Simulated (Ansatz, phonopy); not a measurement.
**Quasi-harmonic thermodynamics of K (Im-3m)**

How much does K expand with temperature?

Measurements to reproduce:
- heat capacity C_P per formula unit 29.4 J/mol/K near room temperature (given in “High-Throughput Prediction of Finite-Temperature Properties using the Quasi-Harmonic Approximation”, 2016, arXiv:1603.06924)

Program: Ansatz 0.2.0. Level of theory: DFT PBEsol, scalar-relativistic, plane waves, PAW. Results are calculated unless marked as measured.

Most raw output is cut from this account.

The database entry behind the starting cell lists a temperature near 5 K, so it need not match the best structure at ambient conditions.

## (1) The structure

Symmetry: Im-3m, No. 229, cubic system. The conventional cell has a = 5.225 Å, b = 5.225 Å, c = 5.225 Å, α = 90.00°, β = 90.00°, γ = 90.00°. K has 8 K at 4.52 Å nearest.

## (2) A first coarse run

Before spending time, one coarse run tells the gap and the pressure of the starting cell.

Input file input.yaml:

```yaml
crystal:
  lattice:
    - [-2.6125, 2.6125, 2.6125]
    - [2.6125, -2.6125, 2.6125]
    - [2.6125, 2.6125, -2.6125]
  atoms:
    - { symbol: K, position: [0.0, 0.0, 0.0] }
kpoints:
  mp_grid: { grid: [6, 6, 6] }
hamiltonian:
  xc: pbesol
scf:
  occupations: { method: gaussian, width: 0.1 }
  lower_state_search: "off"
output:
  forces: true
  stress: true
  eigenvalues: true
```

Run with:

```console
> ansatz run input.yaml --threads 4 --pin off --max-ram 16384MiB --backend cpu --events-out ev --progress --plain --runs-dir out
```

It took 1.1 s on 4 threads of Arm Neoverse V1, shared host; peak memory 0.27 GiB; 1.7 s of CPU time.

Numbers from this step:

```yaml
pressure: 0.008190 GPa
volume_per_atom: 71.32 Å³/atom
gap_on_the_k_mesh: 0 eV
```

The start is under 0.0082 GPa at this level and looks like a metal on this mesh.

## (3) Finding the static equilibrium

Phonons are second derivatives about a minimum, so cell and atoms are relaxed first, inside the symmetry of the start.

input.yaml, the sections that differ from step 2:

```yaml
kpoints:
  mp_grid: { grid: [12, 12, 12] }
relax:
  adjacent_minimum: "off"
  f_tol: 0.005
  max_steps: 80
  cell: { stress_tol: 0.05 }
# crystal, hamiltonian, scf, output: as in step 2
```

Wall time 2.3 s (4 threads); peak memory 0.35 GiB; 7.6 s of CPU time.

Little changed from the start: no atom moved by 0.005 Å and no cell edge by 0.1 %.

This step gave:

```yaml
pressure: -0.01985 GPa
```

## (4) Tight relaxation

The thresholds are tightened for a last relaxation ahead of the phonons, and where mesh or smearing change with them the cell follows.

input.yaml, the sections that differ from step 3:

```yaml
scf:
  occupations: { method: methfessel_paxton, width: 0.2 }
  lower_state_search: "off"
output:
  forces: true
  stress: true
  eigenvalues: true
  write_density: true
  write_potential: true
  elf: true
  volumetric_format: npy
relax:
  adjacent_minimum: "off"
  f_tol: 0.001
  max_steps: 60
  cell: { stress_tol: 0.01 }
# crystal, kpoints, hamiltonian: as in step 3
```

Wall time 4.1 s (4 threads); peak memory 0.36 GiB.

The steps of the relaxation:

```tsv
step	energy less that of the first step (eV)	largest force component (eV/Å)	pressure (GPa)	volume (Å³)
1	0.0000	0.0000	-0.02	71.32
2	0.0000	0.0000	-0.02	71.28
3	0.0000	0.0000	0.00	70.91
4*	0.0000	0.0000	0.00	70.91
```

Relaxation steps marked * repeat the geometry before them on a plane-wave basis chosen anew for their cell, so energy and pressure can jump there.

```tsv
conventional cell, symmetrised	before	after	change
a (Å)	5.225	5.215	-0.2 %
b (Å)	5.225	5.215	-0.2 %
c (Å)	5.225	5.215	-0.2 %
volume (Å³/atom)	71.32	70.91	-0.6 %
```

The relaxed structure:

```
K
1.0
    -2.60743    2.60743    2.60743
     2.60743   -2.60743    2.60743
     2.60743    2.60743   -2.60743
K
1
Direct
  0.00000 0.00000 0.00000
```

Numbers from this step:

```yaml
pressure: -9.47e-6 GPa
volume_per_atom: 70.91 Å³/atom
```

Electrostatic potential energy in the ac plane of the conventional cell at fractional y = 0.000, with atoms of K within 0.2 Å of it. With pseudopotentials it is smooth inside the atoms' cores, unlike the true potential.

Ten even steps from '_' (-42 eV) to '@' (4 eV), each cell a mean:
```
__..**%%@@@@@@@@@@@@@@##--__
::==##@@@@@@@@@@@@@@@@%%**--
##%%%%@@@@@@@@@@@@@@@@@@%%##
@@@@@@@@@@@@@@@@@@@@@@@@@@@@
@@@@@@@@@@@@@@@@@@@@@@@@@@@@
@@@@@@@@@@@@@@@@@@@@@@@@@@@@
@@@@@@@@@@@@@@@@@@@@@@@@@@@@
@@@@@@@@@@@@@@@@@@@@@@@@@@@@
@@@@@@@@@@@@@@@@@@@@@@@@@@@@
@@@@@@@@@@@@@@@@@@@@@@@@@@@@
%%%%@@@@@@@@@@@@@@@@@@@@@@%%
++##%%@@@@@@@@@@@@@@@@%%##**
__::##%%@@@@@@@@@@@@@@%%==..
____++%%@@@@@@@@@@@@@@##::__
```
Columns run along a (5.2 Å; values clipped at the 3rd and 97th percentile), rows up along c (5.2 Å), edges of the conventional cell, whose origin can differ from the input's. Atoms in or near the plane, at fractional coordinates: K at (0.00, 0.00).

Valence density in the ac plane of the conventional cell at fractional y = 0.000, with atoms of K within 0.2 Å of it. It is the smooth field of the valence electrons, not physical close to the nuclei.

Ten steps, logarithmic in the rise over the least value, from '_' (0.0 e/Å³) to '@' (4.2 e/Å³), each cell a mean:
```
@@@@**::____________..++%%@@
%%##==..____________..--**%%
++==::________________..--++
....____________________....
____________________________
____________________________
____________________________
____________________________
____________________________
____________________________
--::..__________________..::
**++--..______________::==**
@@%%++::____________..==##@@
@@@@**--____________..++%%@@
```
Columns run along a (5.2 Å), rows up along c (5.2 Å), edges of the conventional cell, whose origin can differ from the input's. Atoms in or near the plane, at fractional coordinates: K at (0.00, 0.00).

ELF in the ac plane of the conventional cell at fractional y = 0.000, with atoms of K within 0.2 Å of it. It is the smooth field of the valence electrons, not physical close to the nuclei.

Ten even steps from '_' (0.05) to '@' (0.86), each cell a mean:
```
%%@@%%--__..====::__..**@@@@
@@@@**..__..==++--____==%%@@
##++::____::++++==..____==**
..______::==++++++--______..
______::==++++++++==--..____
::::--==++++++++++++++==--::
==++++++++++++++++++++++++==
--==++++++++++++++++++++====
__..::--++++++++++++==::....
______..--++++++++==::______
--::____..--++++==::____..--
@@##==____::++++--____::**%%
@@@@##::__..==++::____++@@@@
##@@@@--____--==::__..##@@%%
```
Columns run along a (5.2 Å), rows up along c (5.2 Å), edges of the conventional cell, whose origin can differ from the input's. Atoms in or near the plane, at fractional coordinates: K at (0.00, 0.00).

The residual pressure is -9.5e-6 GPa, small enough for phonons.

## (5) Relaxing at another setting

The functional, the potentials or the cutoff change, so the crystal is relaxed again at the new setting.

input.yaml, the sections that differ from step 4:

```yaml
crystal:
  lattice:
    - [-2.607429736, 2.607429736, 2.607429736]
    - [2.607429736, -2.607429736, 2.607429736]
    - [2.607429736, 2.607429736, -2.607429736]
  atoms:
    - { symbol: K, position: [0.0, 0.0, 0.0] }
output:
  forces: true
  stress: true
  eigenvalues: true
basis:
  ecutwfc: 550.0
# kpoints, hamiltonian, scf, relax: as in step 4
```

Elapsed: 3.4 s, on 4 threads; peak memory 0.4 GiB.

Little changed from the start: no atom moved by 0.005 Å and no cell edge by 0.1 %.

This step gave:

```yaml
pressure: -1.70e-5 GPa
```

The residual pressure is -1.7e-5 GPa, small enough for phonons.

## (6) Phonons on strained cells, cutoff 550 eV, k-mesh 12×12×12

Thermal expansion follows from how the free energy of the vibrations (and of the electrons in a metal) changes with strain, so the program makes strained cells, their phonons and a fit in one run.

input.yaml, the sections that differ from step 5:

```yaml
output:
  eigenvalues: true
phonons:
  method: dfpt
  qmesh: [4, 4, 4]
  temperatures: { t_max: 300.0, t_step: 25 }
  thermal_expansion: {}
# crystal, kpoints, hamiltonian, scf, basis: as in step 5
# relax: removed
```

Run time: 21 min. Hardware: 4 threads; peak memory 3.3 GiB; 82 min of CPU time.

This step gave:

* volume expansion coefficient at 298 K: 259.9 1e-6/K
* C_P at 298 K: 27.96 J/mol-atom/K
* entropy at 298 K: 64.50 J/mol-atom/K
* isothermal bulk modulus at 298 K: 2.813 GPa
* Grüneisen parameter at 298 K: 1.316
* volume at 298 K: 75.8 Å³/atom
* principal linear expansion coefficients at 298 K: 86.65, 86.65, 86.65 1e-6/K

Strained cells of the study; zero-point energy where phonons were solved; the pressures are stresses at a fixed cutoff and can carry an offset from the finite basis. Expansion cells, by row:

```tsv
cell	|a| (Å)	|b| (Å)	|c| (Å)	V (Å³/atom)	E - E_lowest (meV/atom)	pressure, compression positive (GPa)	gap (eV)	zero-point energy (meV/atom)
1	4.516	4.516	4.516	70.91	0	0	-	-
2	4.552	4.552	4.552	72.62	0.465	-0.085	-	-
3	4.48	4.48	4.48	69.23	0.478	0.093	-	-
4	4.516	4.516	4.516	70.92	0	-0.001	-	9.575
5	4.539	4.539	4.539	71.99	0.187	-0.055	-	9.395
6	4.569	4.569	4.569	73.43	0.988	-0.122	-	9.157
7	4.596	4.596	4.596	74.72	2.194	-0.177	-	8.949
8	4.622	4.622	4.622	76.03	3.855	-0.228	-	8.741
9	4.649	4.649	4.649	77.37	5.958	-0.276	-	8.534
10	4.472	4.472	4.472	68.83	0.743	0.117	-	-
11	4.494	4.494	4.494	69.87	0.182	0.057	-	-
12	4.687	4.687	4.687	79.24	9.54	-0.336	-	-
```

Quasi-harmonic; a, b, c are the run's own cell vectors. Expansion, by row:

```tsv
T (K)	a (Å)	b (Å)	c (Å)	alpha (deg)	beta (deg)	gamma (deg)	cell volume (Å³/cell)	alpha_a (1e-6/K)	alpha_b (1e-6/K)	alpha_c (1e-6/K)	alpha_V (1e-6/K)	C_P (J/mol-atom/K)	C_V (J/mol-atom/K)	S (J/mol-atom/K)	B_T (GPa)	B_S (GPa)	Grueneisen	extrapolation	fit error (1e-6/K)
0	4.527	4.527	4.527	109.5	109.5	109.5	71.43	0	0	0	0	0	0	0	3.66	3.66	-	0	0
25	4.529	4.529	4.529	109.5	109.5	109.5	71.5	33.73	33.73	33.73	101.2	13.14	13.1	7.918	3.63	3.65	1.209	0	0.01
50	4.534	4.534	4.534	109.5	109.5	109.5	71.75	55.24	55.24	55.24	165.7	20.96	20.75	19.99	3.57	3.61	1.233	0	0.02
75	4.541	4.541	4.541	109.5	109.5	109.5	72.07	62.79	62.79	62.79	188.4	23.44	23.03	29.04	3.5	3.57	1.244	0	0.03
100	4.548	4.548	4.548	109.5	109.5	109.5	72.42	66.76	66.76	66.76	200.3	24.55	23.95	35.95	3.43	3.52	1.252	0	0.03
125	4.556	4.556	4.556	109.5	109.5	109.5	72.8	69.6	69.6	69.6	208.8	25.22	24.42	41.5	3.36	3.47	1.259	0	0.03
150	4.564	4.564	4.564	109.5	109.5	109.5	73.18	72.02	72.02	72.02	216.1	25.71	24.7	46.15	3.28	3.42	1.267	0	0.03
175	4.572	4.572	4.572	109.5	109.5	109.5	73.59	74.32	74.32	74.32	223	26.12	24.89	50.14	3.21	3.37	1.274	0	0.05
200	4.581	4.581	4.581	109.5	109.5	109.5	74	76.61	76.61	76.61	229.8	26.5	25.02	53.65	3.13	3.32	1.282	0	0.06
225	4.59	4.59	4.59	109.5	109.5	109.5	74.44	78.97	78.97	78.97	236.9	26.86	25.13	56.8	3.05	3.26	1.29	0	0.08
250	4.599	4.599	4.599	109.5	109.5	109.5	74.89	81.44	81.44	81.44	244.3	27.23	25.23	59.64	2.97	3.21	1.298	0	0.08
275	4.609	4.609	4.609	109.5	109.5	109.5	75.35	84.06	84.06	84.06	252.2	27.6	25.31	62.26	2.89	3.15	1.307	0	0.07
298.1	4.618	4.618	4.618	109.5	109.5	109.5	75.8	86.65	86.65	86.65	259.9	27.96	25.38	64.5	2.81	3.1	1.316	0	0.09
300	4.619	4.619	4.619	109.5	109.5	109.5	75.84	86.86	86.86	86.86	260.6	27.99	25.38	64.67	2.81	3.1	1.316	0	0.1
```

Table of expansion coefficient by temperature; values in 1e-6/K:

```tsv
temperature (K)	volume	principal 1
0	0	0
25	101	33.7
50	166	55.2
75	188	62.8
100	200	66.8
125	209	69.6
150	216	72.0
175	223	74.3
200	230	76.6
225	237	79.0
250	244	81.4
275	252	84.1
298	260	86.7
300	261	86.9
```

At 298 K the volume expansion is 260 × 10⁻⁶/K and B_T is 2.81 GPa.

## (7) Free-energy fit

This step: DFT PBEsol, scalar-relativistic, plane waves, PAW (phonopy 4.10.0).

Energy (each curve on its own zero) against volume; values in meV/atom:

```tsv
volume (Å³/atom)	static	F at 0 K	F at 300 K
70.92	0	0.52	4.31
71.99	0.19	0.52	3.05
73.43	0.99	1.09	1.88
74.72	2.19	2.08	1.32
76.03	3.86	3.54	1.18
77.37	5.96	5.43	1.44
```

Phonopy-qha, vinet fit of F(V) at each temperature. Qha vinet, by row:

```tsv
T (K)	fitted volume (Å³/atom)	alpha_V (1e-6/K)	B_T (GPa)	C_P (J/mol-atom/K)	Grueneisen
75	72.07	186.7	3.5	23.69	1.241
100	72.42	199.8	3.43	24.74	1.258
125	72.8	208.6	3.36	25.36	1.27
150	73.18	216	3.29	25.81	1.281
175	73.59	222.9	3.21	26.2	1.291
200	74	229.9	3.13	26.56	1.301
225	74.44	237	3.05	26.91	1.312
250	74.89	244.4	2.97	27.27	1.323
275	75.35	252.3	2.89	27.63	1.335
```

Volume expansion coefficient against temperature; values in 1e-6/K:

```tsv
temperature (K)	phonopy-qha, Vinet	Ansatz's own study
75.0	187	188
100.0	200	200
125.0	209	209
150.0	216	216
175.0	223	223
200.0	230	230
225.0	237	237
250.0	244	244
275.0	252	252
```

## (8) Phonons on strained cells, cutoff 487.2 eV, k-mesh 20×20×20

This step: DFT PBEsol, scalar-relativistic, plane waves, PAW (Ansatz 0.2.0).

Changes to input.yaml since step 6:

```diff
@@ -8,3 +8,3 @@
 kpoints:
-  mp_grid: { grid: [12, 12, 12] }
+  mp_grid: { grid: [20, 20, 20] }
 hamiltonian:
@@ -16,4 +16,2 @@
   eigenvalues: true
-basis:
-  ecutwfc: 550.0
 phonons:
```

The job ended after 76 min (4 threads; peak memory 9.6 GiB; 4.9 h of CPU time).

Numbers from this step:

```yaml
pressure: -0.003363 GPa
volume_expansion_coefficient_at_298_k: 258.2 1e-6/K
c_p_at_298_k: 27.93 J/mol-atom/K
entropy_at_298_k: 64.40 J/mol-atom/K
isothermal_bulk_modulus_at_298_k: 2.822 GPa
grueneisen_parameter_at_298_k: 1.309
volume_at_298_k: 75.71 Å³/atom
principal_linear_expansion_coefficients_at_298_k: 86.07, 86.07, 86.07 1e-6/K
```

Strained cells of the study; zero-point energy where phonons were solved; the pressures are stresses at a fixed cutoff and can carry an offset from the finite basis. Expansion cells, by row:

```tsv
cell	|a| (Å)	|b| (Å)	|c| (Å)	V (Å³/atom)	E - E_lowest (meV/atom)	pressure, compression positive (GPa)	gap (eV)	zero-point energy (meV/atom)
1	4.516	4.516	4.516	70.91	0.001	-0.003	-	-
2	4.552	4.552	4.552	72.62	0.5	-0.088	-	-
3	4.48	4.48	4.48	69.23	0.442	0.089	-	-
4	4.515	4.515	4.515	70.86	0	-0.001	-	9.604
5	4.538	4.538	4.538	71.92	0.187	-0.055	-	9.424
6	4.568	4.568	4.568	73.35	0.979	-0.122	-	9.188
7	4.594	4.594	4.594	74.64	2.175	-0.176	-	8.981
8	4.621	4.621	4.621	75.94	3.821	-0.228	-	8.775
9	4.647	4.647	4.647	77.27	5.906	-0.275	-	8.569
10	4.47	4.47	4.47	68.77	0.743	0.117	-	-
11	4.493	4.493	4.493	69.8	0.182	0.057	-	-
12	4.685	4.685	4.685	79.14	9.475	-0.336	-	-
```

[end of part 1 of 2]

[Logs are printed without paths, hosts, clocks, repeated set-up lines and the standing remarks that a program may print on its own settings, such as how far it seeks lower states.]

[Hosts, paths, dates, database ids (printed as entryN), source tags and the programs' standing remarks are cut or masked in the printed files.]

[A step with changed settings may run another functional than the one named; its input shows which.]
